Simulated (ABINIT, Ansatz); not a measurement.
# CdF2 (Fm-3m): third-order response

Aim: Raman and infrared lines of CdF2 (Fm-3m).

Main program and level: ABINIT 10.8.3; DFT LDA, scalar-relativistic, plane waves, PseudoDojo norm-conserving pseudopotentials.

### Step 1. The structure

Symmetry: Fm-3m, No. 225, cubic system. The conventional cell has a = 5.388 Å, b = 5.388 Å, c = 5.388 Å, α = 90.00°, β = 90.00°, γ = 90.00°. Nearest to Cd lie 8 F at 2.33 Å. F has 4 Cd at 2.33 Å nearest. Farther neighbours and most contacts between anions are not listed.

### Step 2. A first look

A first run with smearing and empty bands tells whether the crystal has a gap, which decides between fixed occupations and smearing later on.

The input, probe.abi:

```
# ground state
tolvrs 1.0d-08
prtden 1
prtwf 1

# basis, mesh and filling
ecut 47.0
ngkpt 6 6 6
nshiftk 1
shiftk 0.0 0.0 0.0
istwfk *1
occopt 7
tsmear 0.005
nband 25
nstep 100
diemac 9.0
prtebands 0
prtgsr 0

# cell and atoms
acell 3*1.0 Angstrom
rprim 
    0.0 2.694 2.694
    2.694 0.0 2.694
    2.694 2.694 0.0
ntypat 2
znucl 48 9
natom 3
typat 1 2 2
xred 
    0.0 0.0 0.0
    0.25 0.25 0.25
    0.75 0.75 0.75
pp_dirpath "./pseudo"
pseudos "Cd.upf, F.upf"
```

Command:

```sh
> OMP_NUM_THREADS=1 mpirun -n 16 abinit probe.abi > probe.log
```

Numbers of over 12 decimals in the logs are rounded to 6 here.

probe.abo, the main output file:

```text
[banners, grids, parts of the stress and lines that vanish by symmetry left out]
- input  file    -> probe.abi
- output file    -> probe.abo
- root for input  files -> probei
[...]
Symmetries : space group Fm -3 m (#225); Bravais cF (face-center cubic)
[...]
mpw =        4092          nfft =      110592          nkpt =          16
[...]
== DATASET  1 ==================================================================
[...]
cutoff_energies: {ecut:  47.0, pawecutdg:  -1.0, }
[...]
ETOT  1  -223.17380542387    -2.232E+02 6.471E+00 1.652E+03
 ETOT  2  -224.16277850620    -9.890E-01 6.764E-02 2.669E+03
 ETOT  3  -224.49250349753    -3.297E-01 2.799E-02 1.025E+02
 ETOT  4  -224.50116823944    -8.665E-03 7.681E-03 5.411E+01
 ETOT  5  -224.50659198606    -5.424E-03 4.765E-03 5.246E+00
[...]
ETOT  9  -224.50739691092    -2.528E-08 4.498E-04 8.341E-07
 ETOT 10  -224.50739691104    -1.236E-10 8.670E-04 1.807E-09
 At SCF step   10       vres2   =  1.81E-09 < tolvrs=  1.00E-08 =>converged.
[...]
sigma(1 1)=  2.10803301E-04  sigma(3 2)=  0.00000000E+00
  sigma(2 2)=  2.10803301E-04  sigma(3 1)=  0.00000000E+00
  sigma(3 3)=  2.10803301E-04  sigma(2 1)=  0.00000000E+00
[...]
convergence: {deltae: -1.236E-10, res2:  1.807E-09, residm:  8.670E-04, diffor: null, }
etotal    :  -2.24507397E+02
[...]
sigma(1 1)=  2.10803301E-04  sigma(3 2)=  0.00000000E+00
  sigma(2 2)=  2.10803301E-04  sigma(3 1)=  0.00000000E+00
  sigma(3 3)=  2.10803301E-04  sigma(2 1)=  0.00000000E+00
[...]
- sigma(1 1)=  6.20204723E+00  sigma(3 2)=  0.00000000E+00
- sigma(2 2)=  6.20204723E+00  sigma(3 1)=  0.00000000E+00
- sigma(3 3)=  6.20204723E+00  sigma(2 1)=  0.00000000E+00
[...]
fcart     -1.7217158019E-31  3.4434316038E-32  2.7547452831E-31
           strten      2.1080330080E-04  2.1080330080E-04  2.1080330080E-04
================================================================================

[key lines of the parts left out:]
pressure_GPa:  -6.2020E+00
```

It took 5.7 s on 16 MPI ranks of Arm Neoverse V2, shared host.

Read from the output:

| Property | Result |
| --- | --- |
| volume per atom | 13.03 Å³ |
| pressure | -6.202 GPa |
| gap on the k-mesh | 2.841 eV |

A gap of 2.8 eV opens on this mesh, so the crystal is taken as an insulator; the printed pressure holds the stress of the finite basis too.

### Step 3. Relaxation

The harmonic expansion needs vanishing forces, and a free crystal bears no stress, so cell and atoms are brought to rest. Stress is more sensitive to the basis than forces are: the last 3 Ha under the cutoff are smoothed with ecutsm, and the cutoff is raised above that of the later runs.

The input, relax.abi:

```
# relaxation
ionmov 2
optcell 2
dilatmx 1.08
ntime 40
tolmxf 1.0d-05
tolvrs 1.0d-14
prtwf 0
prtden 0
chksymtnons 0

# basis, mesh and filling
ecut 57.0
ecutsm 3.0
ngkpt 8 8 8
nshiftk 1
shiftk 0.0 0.0 0.0
istwfk *1
occopt 1
nband 17
nstep 100
diemac 9.0
prtebands 0
prtgsr 0

# cell and atoms
acell 3*1.0 Angstrom
rprim 
    0.0 2.694 2.694
    2.694 0.0 2.694
    2.694 2.694 0.0
ntypat 2
znucl 48 9
natom 3
typat 1 2 2
xred 
    0.0 0.0 0.0
    0.25 0.25 0.25
    0.75 0.75 0.75
pp_dirpath "./pseudo"
pseudos "Cd.upf, F.upf"
```

Command:

```sh
> OMP_NUM_THREADS=1 mpirun -n 16 abinit relax.abi > relax.log
```

relax.abo, the main output file:

```text
[banners, grids, parts of the stress and lines that vanish by symmetry left out]
- input  file    -> relax.abi
- output file    -> relax.abo
- root for input  files -> relaxi
[...]
Symmetries : space group Fm -3 m (#225); Bravais cF (face-center cubic)
[...]
mpw =        6866          nfft =      157464          nkpt =          29
[...]
== DATASET  1 ==================================================================
[...]
-    --> not optimal distribution: autoparal keyword recommended in input file <--
[...]
cutoff_energies: {ecut:  57.0, pawecutdg:  -1.0, }
[...]
ETOT  1  -218.87082261965    -2.189E+02 7.301E+00 1.902E+04
 ETOT  2  -221.92090883187    -3.050E+00 2.113E+00 3.126E+04
 ETOT  3  -224.02216139775    -2.101E+00 6.771E-01 4.604E+03
 ETOT  4  -224.29435384154    -2.722E-01 3.830E-01 2.657E+03
 ETOT  5  -224.46514553101    -1.708E-01 8.069E-02 6.430E+02
[...]
At SCF step   23       vres2   =  5.26E-16 < tolvrs=  1.00E-14 =>converged.
[...]
sigma(1 1)=  1.95071280E-04  sigma(3 2)=  0.00000000E+00
  sigma(2 2)=  1.95071280E-04  sigma(3 1)=  0.00000000E+00
  sigma(3 3)=  1.95071280E-04  sigma(2 1)=  0.00000000E+00
[...]
convergence: {deltae: -4.448E-11, res2:  5.256E-16, residm:  2.030E-15, diffor: null, }
etotal    :  -2.24507667E+02
[...]
ETOT  1  -224.49396166712    -2.245E+02 5.823E-03 2.370E+02
[...]
At SCF step   15       vres2   =  5.50E-15 < tolvrs=  1.00E-14 =>converged.
[...]
sigma(1 1)=  1.33418367E-04  sigma(3 2)=  0.00000000E+00
  sigma(2 2)=  1.33418367E-04  sigma(3 1)=  0.00000000E+00
  sigma(3 3)=  1.33418367E-04  sigma(2 1)=  0.00000000E+00
[...]
convergence: {deltae: -1.700E-11, res2:  5.501E-15, residm:  3.957E-14, diffor: null, }
etotal    :  -2.24508427E+02
[...]
ETOT  1  -224.45310563722    -2.245E+02 3.552E-01 9.644E+02
[...]
At SCF step   15       vres2   =  7.07E-16 < tolvrs=  1.00E-14 =>converged.
[...]
sigma(1 1)= -1.27126578E-05  sigma(3 2)=  0.00000000E+00
  sigma(2 2)= -1.27126578E-05  sigma(3 1)=  0.00000000E+00
  sigma(3 3)= -1.27126578E-05  sigma(2 1)=  0.00000000E+00
[...]
convergence: {deltae:  1.884E-11, res2:  7.071E-16, residm:  8.138E-14, diffor: null, }
etotal    :  -2.24509010E+02
[...]
ETOT  1  -224.50854461186    -2.245E+02 3.376E-07 7.680E+00
[...]
At SCF step   15       vres2   =  7.79E-16 < tolvrs=  1.00E-14 =>converged.
[...]
sigma(1 1)=  6.88257808E-07  sigma(3 2)=  0.00000000E+00
  sigma(2 2)=  6.88257808E-07  sigma(3 1)=  0.00000000E+00
  sigma(3 3)=  6.88257808E-07  sigma(2 1)=  0.00000000E+00
[...]
convergence: {deltae:  1.552E-11, res2:  7.792E-16, residm:  1.101E-15, diffor: null, }
etotal    :  -2.24509015E+02
[...]
ETOT  1  -224.50901393610    -2.245E+02 9.383E-09 2.016E-02
[...]
ETOT 10  -224.50901516529     3.112E-11 3.344E-15 7.913E-14
 ETOT 11  -224.50901516528     1.174E-11 1.465E-15 5.848E-15
 At SCF step   11       vres2   =  5.85E-15 < tolvrs=  1.00E-14 =>converged.
[...]
sigma(1 1)=  3.20029848E-09  sigma(3 2)=  0.00000000E+00
  sigma(2 2)=  3.20029847E-09  sigma(3 1)=  0.00000000E+00
  sigma(3 3)=  3.20029848E-09  sigma(2 1)=  0.00000000E+00
[...]
convergence: {deltae:  1.174E-11, res2:  5.848E-15, residm:  1.465E-15, diffor: null, }
etotal    :  -2.24509015E+02
[...]
At Broyd/MD step   5, gradients are converged :
[...]
sigma(1 1)=  3.20029848E-09  sigma(3 2)=  0.00000000E+00
  sigma(2 2)=  3.20029847E-09  sigma(3 1)=  0.00000000E+00
  sigma(3 3)=  3.20029848E-09  sigma(2 1)=  0.00000000E+00
[...]
- sigma(1 1)=  9.41560319E-05  sigma(3 2)=  0.00000000E+00
- sigma(2 2)=  9.41560318E-05  sigma(3 1)=  0.00000000E+00
- sigma(3 3)=  9.41560319E-05  sigma(2 1)=  0.00000000E+00
[...]
fcart     -7.0051480515E-32 -3.5025740258E-32  7.0051480515E-32
           strten      3.2002984776E-09  3.2002984741E-09  3.2002984776E-09
================================================================================

[key lines of the parts left out:]
pressure_GPa:  -9.4156E-05
Total energy (etotal) [Ha]= -2.24509015165281E+02
```

Run time: 65 s. Hardware: 16 MPI ranks; 17 min of CPU time.

Relaxation path:

```csv
step,energy less that of the first step (eV),largest force (eV/Å),volume (Å³)
1,0.0000,0.0000,39.10
2,-0.0207,0.0000,38.42
3,-0.0365,0.0000,37.05
4,-0.0367,0.0000,37.16
5,-0.0367,0.0000,37.16
```

```csv
"conventional cell, symmetrised",before,after,change
a (Å),5.388,5.297,-1.7 %
b (Å),5.388,5.297,-1.7 %
c (Å),5.388,5.297,-1.7 %
volume (Å³/atom),13.03,12.39,-5.0 %
```

The relaxed structure:

```xyz
3
Lattice="0.0000 2.6485 2.6485 2.6485 0.0000 2.6485 2.6485 2.6485 0.0000" Properties=species:S:1:pos:R:3 pbc="T T T"
Cd    0.0000    0.0000    0.0000
F     1.3243    1.3243    1.3243
F     3.9728    3.9728    3.9728
```

Read from the output:

| Quantity | Value |
| --- | --- |
| volume per atom | 12.39 Å³ |
| pressure | -9.42e-5 GPa |

The volume changes by -5.0 % in this run and stands -5.0 % from the first cell.

### Step 4. Ground state

First-order wavefunctions inherit every error of the ground state, hence the very tight tolvrs. The mesh is shifted off Γ, since shifted meshes converge sums over the zone faster.

The input, gs.abi:

```
# ground state
tolvrs 1.0d-16
prtden 1
prtwf 1

# basis, mesh and filling
ecut 47.0
ngkpt 6 6 6
nshiftk 4
shiftk 
    0.5 0.5 0.5
    0.5 0.0 0.0
    0.0 0.5 0.0
    0.0 0.0 0.5
istwfk *1
occopt 1
nband 17
nstep 100
diemac 9.0
prtebands 0
prtgsr 0

# cell and atoms
acell 3*1.0 Angstrom
rprim 
    0.0 2.648510689 2.648510689
    2.648510689 0.0 2.648510689
    2.648510689 2.648510689 0.0
ntypat 2
znucl 48 9
natom 3
typat 1 2 2
xred 
    0.0 0.0 0.0
    0.25 0.25 0.25
    0.75 0.75 0.75
pp_dirpath "./pseudo"
pseudos "Cd.upf, F.upf"
```

Command:

```sh
> OMP_NUM_THREADS=1 mpirun -n 16 abinit gs.abi > gs.log
```

gs.abo, the main output file:

```text
[banners, grids, parts of the stress and lines that vanish by symmetry left out]
- input  file    -> gs.abi
- output file    -> gs.abo
- root for input  files -> gsi
[...]
Symmetries : space group Fm -3 m (#225); Bravais cF (face-center cubic)
[...]
mpw =        3882          nfft =       91125          nkpt =          28
[...]
== DATASET  1 ==================================================================
[...]
-    --> not optimal distribution: autoparal keyword recommended in input file <--
[...]
cutoff_energies: {ecut:  47.0, pawecutdg:  -1.0, }
[...]
ETOT  1  -219.13330283185    -2.191E+02 5.864E+00 1.129E+04
 ETOT  2  -221.68245006230    -2.549E+00 1.915E+00 2.049E+04
 ETOT  3  -223.94749085187    -2.265E+00 1.059E+00 2.908E+03
 ETOT  4  -224.26241011391    -3.149E-01 4.628E-01 1.643E+03
 ETOT  5  -224.45193587475    -1.895E-01 1.946E-01 5.239E+02
[...]
ETOT 25  -224.50874708806    -2.805E-11 8.492E-16 2.388E-15
 ETOT 26  -224.50874708804     1.907E-11 5.184E-17 4.998E-17
 At SCF step   26       vres2   =  5.00E-17 < tolvrs=  1.00E-16 =>converged.
[...]
sigma(1 1)=  1.65372371E-05  sigma(3 2)=  0.00000000E+00
  sigma(2 2)=  1.65372371E-05  sigma(3 1)=  0.00000000E+00
  sigma(3 3)=  1.65372371E-05  sigma(2 1)=  0.00000000E+00
[...]
convergence: {deltae:  1.907E-11, res2:  4.998E-17, residm:  5.184E-17, diffor: null, }
etotal    :  -2.24508747E+02
[...]
sigma(1 1)=  1.65372371E-05  sigma(3 2)=  0.00000000E+00
  sigma(2 2)=  1.65372371E-05  sigma(3 1)=  0.00000000E+00
  sigma(3 3)=  1.65372371E-05  sigma(2 1)=  0.00000000E+00
[...]
- sigma(1 1)=  4.86542312E-01  sigma(3 2)=  0.00000000E+00
- sigma(2 2)=  4.86542312E-01  sigma(3 1)=  0.00000000E+00
- sigma(3 3)=  4.86542312E-01  sigma(2 1)=  0.00000000E+00
[...]
fcart     -1.1383365577E-31 -8.7564350592E-33  1.8388513624E-31
           strten      1.6537237072E-05  1.6537237072E-05  1.6537237072E-05
================================================================================

[key lines of the parts left out:]
pressure_GPa:  -4.8654E-01
```

Elapsed: 14 s, on 16 MPI ranks.

Numbers from this step:

```
pressure : -0.4865 GPa
```

The cell stands at -0.49 GPa: the relaxation ran with a smoothed and higher cutoff and on another k mesh.

### Step 5. Empty bands

Empty bands on the ground state's density check that the gap assumed so far is there in this cell.

The input, gap.abi:

```
# empty bands on the ground state's density
iscf -2
getden_filepath "gso_DEN"
tolwfr 1.0d-12
nbdbuf 2
prtwf 0

# basis, mesh and filling
ecut 47.0
ngkpt 8 8 8
nshiftk 1
shiftk 0.0 0.0 0.0
istwfk *1
occopt 1
nband 21
nstep 100
diemac 9.0
prtebands 0
prtgsr 0

# cell and atoms
acell 3*1.0 Angstrom
rprim 
    0.0 2.648510689 2.648510689
    2.648510689 0.0 2.648510689
    2.648510689 2.648510689 0.0
ntypat 2
znucl 48 9
natom 3
typat 1 2 2
xred 
    0.0 0.0 0.0
    0.25 0.25 0.25
    0.75 0.75 0.75
pp_dirpath "./pseudo"
pseudos "Cd.upf, F.upf"
```

Command:

```sh
> OMP_NUM_THREADS=1 mpirun -n 16 abinit gap.abi > gap.log
```

gap.abo, the main output file:

```text
[banners, grids, parts of the stress and lines that vanish by symmetry left out]
- input  file    -> gap.abi
- output file    -> gap.abo
- root for input  files -> gapi
[...]
Symmetries : space group Fm -3 m (#225); Bravais cF (face-center cubic)
[...]
mpw =        3895          nfft =       91125          nkpt =          29
[...]
== DATASET  1 ==================================================================
[...]
-    --> not optimal distribution: autoparal keyword recommended in input file <--
[...]
cutoff_energies: {ecut:  47.0, pawecutdg:  -1.0, }
[...]
-outvars: echo values of variables after computation
            acell      1.8897261259E+00  1.8897261259E+00  1.8897261259E+00 Bohr
================================================================================
```

Elapsed: 5.9 s, on 16 MPI ranks; 92 s of CPU time.

This step gave:

```
gap on the k-mesh : 3.005 eV
```

In this cell the gap on the mesh is 3.0 eV, indirect (smallest direct 3.4 eV), so fixed occupations hold.

(Part 1 of 3 ends here.)

[Host names and launcher messages were left out of these logs when they were recorded.]

[Logs are printed without paths, hosts, clocks, repeated set-up lines and the standing remarks that a program may print on its own settings, such as how far it seeks lower states.]

[Hosts, paths, dates, database ids (printed as entryN), source tags and the programs' standing remarks are cut or masked in the printed files.]
